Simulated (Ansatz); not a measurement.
# How thick a slab does the work function of Cu need?

Slabs of Cu from 1 to 13 layers are run on 3 faces. From which thickness on does the work function stay within 0.05 eV of the thickest slab's, and does that depend on the face?

**Method.** Ansatz 0.2.0, plane waves with PAW datasets (its set soft_2), PBE; symmetric slabs at bulk places and the tabulated experimental lattice constant, 18 Å of vacuum, one k-mesh a face (spacing 0.16 Å⁻¹, 2π included), Fermi-Dirac smearing of 0.1 eV.

Results:

```tsv
layers	Cu(100) (eV)	Cu(110) (eV)	Cu(111) (eV)
1	4.986	5.084	4.955
2	4.698	4.402	4.763
3	4.625	4.415	4.777
4	4.570	4.414	4.810
5	4.516	4.339	4.812
6	4.534	4.422	4.836
7	4.541	4.317	4.815
8	4.568	4.425	4.826
10	4.569	4.414	4.813
13	4.551	4.325	4.815
```

**Answer.** Within 0.05 eV of the 13-layer value: Cu(100) from 4 layers on, Cu(110) not before the last slab and Cu(111) from 3 layers on. In length between the outer atoms these thicknesses are 5.4 Å, 15.3 Å or more and 4.2 Å; the faces differ a good deal. From four layers on the values span 0.026 to 0.108 eV, most on Cu(110). Thirteen layers cost about 8 times the CPU time of four.

What the numbers leave out: The 13-layer slab is the reference and is itself not proved converged. Thicknesses missing from the table have no sound run at this vacuum, and where values alternate they could fall outside the band. The smearing damps swings with thickness. The slabs are unrelaxed and unreconstructed, and the CPU ratio is rough.

[Logs are printed without paths, hosts, clocks, repeated set-up lines and the standing remarks that a program may print on its own settings, such as how far it seeks lower states.]
